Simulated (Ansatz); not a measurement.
**linear Ga chain under tension and compression**

Wanted: energy, moment and open channels of the linear Ga chain from 12 % compression to 30 % stretch.

Calculated with Ansatz 0.2.0; DFT LDA, plane waves, PAW; relaxation of a chain's period, in the first sound run; inputs show where later runs differ.

Most raw output is cut from this account.

### Step 1. Set-up

The cell holds 1 atom: 1 Ga. Its edges and angles: a = 7.500 Å, b = 7.500 Å, c = 2.269 Å, α = 90.0°, β = 90.0°, γ = 90.0°. Vacuum lies along a and b. The structure's axis is c.

### Step 2. Relaxation of atoms and period

Band widths follow the bond lengths, so the chain is relaxed first. The atoms and the third cell vector are free; the box across stays fixed as vacuum. Moments are seeded so that a magnetic state can form if it lies lower. A Fermi-Dirac smearing is set since the result may be a metal. The pressure printed is a third of the stress's trace over the whole box, vacuum included; only the stress along the axis is relaxed.

Input file input.yaml:

```yaml
crystal:
  lattice:
    - [7.5, 0.0, 0.0]
    - [0.0, 7.5, 0.0]
    - [0.0, 0.0, 2.2692]
  atoms:
    - { symbol: Ga, position: [0.5, 0.5, 0.0], spin: 0.5 }
magnetization:
  spin_polarized: true
kpoints:
  mp_grid: { grid: [1, 1, 36] }
scf:
  occupations: { method: fermi_dirac, width: 0.05 }
hamiltonian:
  xc: lda
relax:
  cell: { fix: [a, b, alpha, beta, gamma] }
  max_steps: 60
```

The run is started by

```sh
> ansatz run input.yaml --threads 4 --pin off --max-ram 8192MiB --backend cpu --events-out ev --progress --plain --runs-dir out
```

Run time: 4 s. Hardware: 4 threads of Arm Neoverse V2, shared host; peak memory 0.36 GiB.

The steps of the relaxation:

```csv
step,energy less that of the first step (eV),largest force component (eV/Å),pressure (GPa),volume (Å³)
1,0.0000,0.0000,-0.21,127.64
2,-0.0049,0.0000,-0.04,126.62
3,-0.0062,0.0000,0.14,125.65
4,-0.0063,0.0000,0.12,125.75
5*,-0.0062,0.0000,0.12,125.75
```

Relaxation steps marked * repeat the geometry before them on a plane-wave basis chosen anew for their cell, so energy and pressure can jump there.

```csv
cell as run,before,after,change
c (Å),2.269,2.236,-1.5 %
```

The relaxed structure:

```cif
data_structure
_symmetry_space_group_name_H-M 'P 1'
_symmetry_Int_Tables_number 1
_cell_length_a 7.5000
_cell_length_b 7.5000
_cell_length_c 2.2356
_cell_angle_alpha 90.000
_cell_angle_beta 90.000
_cell_angle_gamma 90.000
_cell_volume 125.75
loop_
_atom_site_label
_atom_site_type_symbol
_atom_site_fract_x
_atom_site_fract_y
_atom_site_fract_z
_atom_site_occupancy
Ga1 Ga 0.50000 0.50000 0.00000 1
```

This step gave:

* energy at zero smearing: -3705.3293 eV
* cell length along the wire: 2.236 Å

The cell's length comes to 2.236 Å with no moment.

### Step 3. At a set period, period over the relaxed period 0.88, k-mesh 1×1×41

This step: DFT LDA, plane waves, PAW; channels and complex bands of a perfect chain (Ansatz 0.2.0).

The period is set to 0.88 times the relaxed one: shorter bonds widen the bands.

The cell differs from the one that the last finished run ended in (c 2.236 → 1.967 Å).

input.yaml, the sections that differ from step 2:

```yaml
crystal:
  lattice:
    - [7.5, 0.0, 0.0]
    - [0.0, 7.5, 0.0]
    - [0.0, 0.0, 1.9673027737]
  atoms:
    - { symbol: Ga, position: [0.5, 0.5, 0.0], spin: 0.5 }
kpoints:
  mp_grid: { grid: [1, 1, 41] }
output:
  transmission:
    e_range: [-2, 2]
    de: 0.035
    kmesh: [1, 1]
    reduced_basis: true
    leads: [[0, 0]]
  stress: true
# magnetization, scf, hamiltonian: as in step 2
# relax: removed
```

The job ended after 15 s (4 threads; peak memory 0.41 GiB; 51 s of CPU time).

This step gave:

* energy at zero smearing: -3704.6785 eV
* channels at the energy nearest the Fermi level, spin up: 2
* channels at the energy nearest the Fermi level, spin down: 2
* conductance of the lead as this run defines it: 2.000 G₀
* band gap: 0 eV

The open channels of the lead by energy, zero at the Fermi level:

```csv
energy (eV),spin up,spin down
-2.000,1,1
-1.790,1,1
-1.615,1,1
-1.405,1,1
-1.195,1,1
-0.985,1,1
-0.810,1,1
-0.600,2,2
-0.390,2,2
-0.215,2,2
-0.005,2,2
0.205,2,2
0.415,2,2
0.590,2,2
0.800,2,2
1.010,2,2
1.185,2,2
1.395,2,2
1.605,2,2
1.815,2,2
```

At the computed energy nearest the Fermi level there are 2 spin-up and 2 spin-down channels, and the thermal average gives 2.00 G₀.

### Step 4. At a set period, period over the relaxed period 0.92, k-mesh 1×1×39

The period is set to 0.92 times the relaxed one: shorter bonds widen the bands.

The cell differs from the one that the last finished run ended in (c 1.967 → 2.057 Å).

Changes to input.yaml since step 3:

```diff
@@ -4,3 +4,3 @@
     - [0.0, 7.5, 0.0]
-    - [0.0, 0.0, 1.9673027737]
+    - [0.0, 0.0, 2.0567256271]
   atoms:
@@ -10,3 +10,3 @@
 kpoints:
-  mp_grid: { grid: [1, 1, 41] }
+  mp_grid: { grid: [1, 1, 39] }
 scf:
```

Elapsed: 15 s, on 4 threads; peak memory 0.41 GiB; 49 s of CPU time.

At the computed energy nearest the Fermi level there are 2 spin-up and 2 spin-down channels, and the thermal average gives 2.00 G₀.

### Step 5. At a set period, period over the relaxed period 0.96, k-mesh 1×1×38

The period is set to 0.96 times the relaxed one: shorter bonds widen the bands.

The cell differs from the one that the last finished run ended in (c 2.057 → 2.146 Å).

Changes to input.yaml since step 4:

```diff
@@ -4,3 +4,3 @@
     - [0.0, 7.5, 0.0]
-    - [0.0, 0.0, 2.0567256271]
+    - [0.0, 0.0, 2.1461484804]
   atoms:
@@ -10,3 +10,3 @@
 kpoints:
-  mp_grid: { grid: [1, 1, 39] }
+  mp_grid: { grid: [1, 1, 38] }
 scf:
```

Run time: 15 s. Hardware: 4 threads; peak memory 0.4 GiB; 49 s of CPU time.

At the computed energy nearest the Fermi level there are 2 spin-up and 2 spin-down channels, and the thermal average gives 2.00 G₀.

### Step 6. At a set period, period over the relaxed period 1, k-mesh 1×1×36

The period is set to 1.0 times the relaxed one, as the point of reference.

Changes to input.yaml since step 5:

```diff
@@ -4,3 +4,3 @@
     - [0.0, 7.5, 0.0]
-    - [0.0, 0.0, 2.1461484804]
+    - [0.0, 0.0, 2.2355713338]
   atoms:
@@ -10,3 +10,3 @@
 kpoints:
-  mp_grid: { grid: [1, 1, 38] }
+  mp_grid: { grid: [1, 1, 36] }
 scf:
```

Wall time 14 s (4 threads); peak memory 0.4 GiB.

Table of open channels of the lead by energy, zero at the Fermi level:

```csv
energy (eV),spin up,spin down
-2.00,1,1
-1.90,1,1
-1.79,1,1
-1.69,1,1
-1.58,1,1
-1.48,1,1
-1.37,0,0
-1.23,0,0
-1.12,0,0
-1.02,0,0
-0.92,0,0
-0.81,0,0
-0.70,0,0
-0.60,0,0
-0.49,2,2
-0.39,2,2
-0.28,2,2
-0.18,2,2
-0.07,2,2
-0.01,2,2
0.07,2,2
0.17,2,2
0.28,2,2
0.38,2,2
0.48,2,2
0.59,3,3
0.69,3,3
0.80,3,3
0.91,3,3
1.01,3,3
1.11,3,3
1.22,3,3
1.36,3,3
1.47,3,3
1.57,3,3
1.68,3,3
1.78,3,3
1.89,3,3
1.99,3,3
```

At the computed energy nearest the Fermi level there are 2 spin-up and 2 spin-down channels, and the thermal average gives 2.00 G₀.

### Step 7. The chain at a fixed length, period over the relaxed period 1.04, k-mesh 1×1×35

The period is set to 1.04 times the relaxed one: longer bonds narrow the bands.

The cell differs from the one that the last finished run ended in (c 2.236 → 2.325 Å).

Changes to input.yaml since step 6:

```diff
@@ -4,3 +4,3 @@
     - [0.0, 7.5, 0.0]
-    - [0.0, 0.0, 2.2355713338]
+    - [0.0, 0.0, 2.3249941871]
   atoms:
@@ -10,3 +10,3 @@
 kpoints:
-  mp_grid: { grid: [1, 1, 36] }
+  mp_grid: { grid: [1, 1, 35] }
 scf:
```

Elapsed: 13 s, on 4 threads; peak memory 0.41 GiB; 43 s of CPU time.

At the computed energy nearest the Fermi level there are 3 spin-up and 3 spin-down channels, and the thermal average gives 3.00 G₀. The change of length costs 0.034 eV a cell and leaves no moment.

For the conductance of the lead as this run defines it, step 3 gave 2.00 G₀; this run, with period over the relaxed period 1.04 and k-mesh 1×1×35, gives 3.00 G₀ (+50 %).

### Step 8. At a set period, period over the relaxed period 1.08, k-mesh 1×1×34

The period is set to 1.08 times the relaxed one: longer bonds narrow the bands.

The cell differs from the one that the last finished run ended in (c 2.325 → 2.414 Å).

Changes to input.yaml since step 7:

```diff
@@ -4,3 +4,3 @@
     - [0.0, 7.5, 0.0]
-    - [0.0, 0.0, 2.3249941871]
+    - [0.0, 0.0, 2.4144170405]
   atoms:
@@ -10,3 +10,3 @@
 kpoints:
-  mp_grid: { grid: [1, 1, 35] }
+  mp_grid: { grid: [1, 1, 34] }
 scf:
```

Elapsed: 15 s, on 4 threads; peak memory 0.41 GiB; 47 s of CPU time.

At the computed energy nearest the Fermi level there are 3 spin-up and 3 spin-down channels, and the thermal average gives 3.00 G₀. The change of length costs 0.054 eV a cell and leaves no moment.

For the conductance of the lead as this run defines it, step 3 gave 2.00 G₀; this run, with period over the relaxed period 1.08 and k-mesh 1×1×34, gives 3.00 G₀ (+50 %).

### Step 9. The chain at a fixed length, period over the relaxed period 1.13, k-mesh 1×1×32

The period is set to 1.13 times the relaxed one: longer bonds narrow the bands.

The cell differs from the one that the last finished run ended in (c 2.414 → 2.526 Å).

Changes to input.yaml since step 8:

```diff
@@ -4,3 +4,3 @@
     - [0.0, 7.5, 0.0]
-    - [0.0, 0.0, 2.4144170405]
+    - [0.0, 0.0, 2.5261956071]
   atoms:
@@ -10,3 +10,3 @@
 kpoints:
-  mp_grid: { grid: [1, 1, 34] }
+  mp_grid: { grid: [1, 1, 32] }
 scf:
```

Run time: 17 s. Hardware: 4 threads; peak memory 0.47 GiB; 60 s of CPU time.

The open channels of the lead by energy, zero at the Fermi level:

```csv
energy (eV),spin up,spin down
-2.000,1,1
-1.895,1,1
-1.790,1,1
-1.685,1,1
-1.615,1,1
-1.510,0,0
-1.405,1,1
-1.300,1,1
-1.195,1,1
-1.090,1,1
-0.985,1,1
-0.915,1,1
-0.810,1,1
-0.705,1,1
-0.600,1,1
-0.495,1,1
-0.390,1,1
-0.285,1,1
-0.215,3,3
-0.110,3,3
-0.005,3,3
0.100,3,3
0.205,3,3
0.310,3,3
0.415,3,3
0.485,3,3
0.590,3,3
0.695,3,3
0.800,3,3
0.905,3,3
1.010,3,3
1.115,3,3
1.185,3,3
1.290,3,3
1.395,3,3
1.500,3,3
1.605,3,3
1.710,3,3
1.815,3,3
1.885,3,3
```

At the computed energy nearest the Fermi level there are 3 spin-up and 3 spin-down channels, and the thermal average gives 3.00 G₀. The change of length costs 0.098 eV a cell and leaves no moment.

For the conductance of the lead as this run defines it, step 3 gave 2.00 G₀; this run, with period over the relaxed period 1.13 and k-mesh 1×1×32, gives 3.00 G₀ (+50 %).

### Step 10. At a set period, period over the relaxed period 1.2, k-mesh 1×1×30

The period is set to 1.2 times the relaxed one: longer bonds narrow the bands.

The cell differs from the one that the last finished run ended in (c 2.526 → 2.683 Å).

Changes to input.yaml since step 9:

```diff
@@ -4,3 +4,3 @@
     - [0.0, 7.5, 0.0]
-    - [0.0, 0.0, 2.5261956071]
+    - [0.0, 0.0, 2.6826856005]
   atoms:
@@ -10,3 +10,3 @@
 kpoints:
-  mp_grid: { grid: [1, 1, 32] }
+  mp_grid: { grid: [1, 1, 30] }
 scf:
```

Run time: 21 s. Hardware: 4 threads; peak memory 0.44 GiB; 72 s of CPU time.

At the computed energy nearest the Fermi level there are 3 spin-up and 3 spin-down channels, and the thermal average gives 3.00 G₀. The change of length costs 0.181 eV a cell and leaves no moment.

For the conductance of the lead as this run defines it, step 3 gave 2.00 G₀; this run, with period over the relaxed period 1.2 and k-mesh 1×1×30, gives 3.00 G₀ (+50 %).

### Step 11. The chain at a fixed length, period over the relaxed period 1.3, k-mesh 1×1×28

The period is set to 1.3 times the relaxed one: longer bonds narrow the bands.

The cell differs from the one that the last finished run ended in (c 2.683 → 2.906 Å).

Changes to input.yaml since step 10:

```diff
@@ -4,3 +4,3 @@
     - [0.0, 7.5, 0.0]
-    - [0.0, 0.0, 2.6826856005]
+    - [0.0, 0.0, 2.9062427339]
   atoms:
@@ -10,3 +10,3 @@
 kpoints:
-  mp_grid: { grid: [1, 1, 30] }
+  mp_grid: { grid: [1, 1, 28] }
 scf:
```

Wall time 11 s (4 threads); peak memory 0.39 GiB.

At the computed energy nearest the Fermi level there are 3 spin-up and 1 spin-down channels, and the thermal average gives 2.02 G₀. The change of length costs 0.326 eV a cell and leaves an absolute moment of 0.60 μB a cell.

### Step 12. The series together

Times are for 4 threads of Arm Neoverse V2, shared host. The runs compared:

```csv
no.,period over the relaxed period,conductance of the lead as this run defines it (G₀),absolute moment (μB),energy at zero smearing less the lowest (eV),time,memory (GiB)
1,0.88,2.000,0,0.6509,15 s,0.41
2,0.92,2.000,0,0.2505,15 s,0.41
3,0.96,2.000,0,0.05474,15 s,0.4
4,1,2.000,0,0,14 s,0.4
5,1.04,2.997,0,0.03442,13 s,0.41
6,1.08,3.000,0,0.05367,15 s,0.41
7,1.13,3.000,0,0.09783,17 s,0.47
8,1.2,2.997,0,0.1808,21 s,0.44
9,1.3,2.019,0.6007,0.3262,11 s,0.39
```

### Step 13. The same system on other settings: basis.xc_grid = 4 and scf.mixing.preconditioner = "none"

This step: DFT LDA, plane waves, PAW; channels and complex bands of a perfect chain; changed: basis.xc_grid = 4, scf.mixing.preconditioner = "none" (Ansatz 0.2.0).

The atoms of the run at the relaxed period are kept and the input is varied, to see whether the result depends on it.

input.yaml, the sections that differ from step 11:

```yaml
crystal:
  lattice:
    - [7.5, 0.0, 0.0]
    - [0.0, 7.5, 0.0]
    - [0.0, 0.0, 2.2355713338]
  atoms:
    - { symbol: Ga, position: [0.5, 0.5, 0.0], spin: 0.5 }
kpoints:
  mp_grid: { grid: [1, 1, 36] }
scf:
  occupations: { method: fermi_dirac, width: 0.05 }
  mixing: { preconditioner: none }
basis:
  xc_grid: 4
# magnetization, hamiltonian, output: as in step 11
```

Run time: 14 s. Hardware: 4 threads; peak memory 0.43 GiB; 44 s of CPU time.

This step gave:

| Quantity | Value |
| --- | --- |
| energy at zero smearing | -3705.3293 eV |
| channels at the energy nearest the Fermi level, spin up | 2 |
| channels at the energy nearest the Fermi level, spin down | 2 |
| conductance of the lead as this run defines it | 2.000 G₀ |

Table of open channels of the lead by energy, zero at the Fermi level:

```csv
energy (eV),spin up,spin down
-2.000,1,1
-1.895,1,1
-1.790,1,1
-1.685,1,1
-1.615,1,1
-1.510,1,1
-1.405,0,0
-1.300,0,0
-1.195,0,0
-1.090,0,0
-0.985,0,0
-0.915,0,0
-0.810,0,0
-0.705,0,0
-0.600,0,0
-0.495,2,2
-0.390,2,2
-0.285,2,2
-0.215,2,2
-0.110,2,2
-0.005,2,2
0.100,2,2
0.205,2,2
0.310,2,2
0.415,2,2
0.485,2,2
0.590,3,3
0.695,3,3
0.800,3,3
0.905,3,3
1.010,3,3
1.115,3,3
1.185,3,3
1.290,3,3
1.395,3,3
1.500,3,3
1.605,3,3
1.710,3,3
1.815,3,3
1.885,3,3
```

It took 14 s against 14 s for the run it varies, and the conductance is 2.00 G₀ against 2.00 G₀.

The channels at the energy nearest the Fermi level, spin up, channels at the energy nearest the Fermi level, spin down and conductance of the lead as this run defines it stay within 0.2 % plus 0.001 of the run it varies.

Against step 6 (now other mixing and other density grid), the conductance of the lead as this run defines it stays at 2.00 G₀ and the free energy stays within 0.05 meV an atom. The starting moments have collapsed: the run ends non-magnetic.

### Step 14. Outcome

```json
{"relaxed cell length": "2.236 Å", "conductance at period × 0.88": "2.00 G₀", "conductance at period × 1.0": "2.00 G₀", "conductance at period × 1.13": "3.00 G₀", "conductance at period × 1.3": "2.02 G₀", "absolute moment at period × 0.88": "0 μB", "absolute moment at period × 1.0": "0 μB", "absolute moment at period × 1.3": "0.601 μB"}
```

**Reading.** In these runs no moment survives at the shortest period, and one is present from a factor of 1.3 on: longer bonds narrow the bands, which favours exchange splitting. Transport is coherent and elastic here: the atoms are frozen, so scattering by vibrations plays no part. No search over magnetic orders was made; another may lie lower. For the perfect chain only parallel moments were started; its antiparallel and spiral orders were not tested. The lead's cell of one atom keeps the chain straight and evenly spaced; a zigzag or dimerised form may lie lower.

[Logs are printed without paths, hosts, clocks, repeated set-up lines and the standing remarks that a program may print on its own settings, such as how far it seeks lower states.]

[Hosts, paths, dates, database ids (printed as entryN), source tags and the programs' standing remarks are cut or masked in the printed files.]
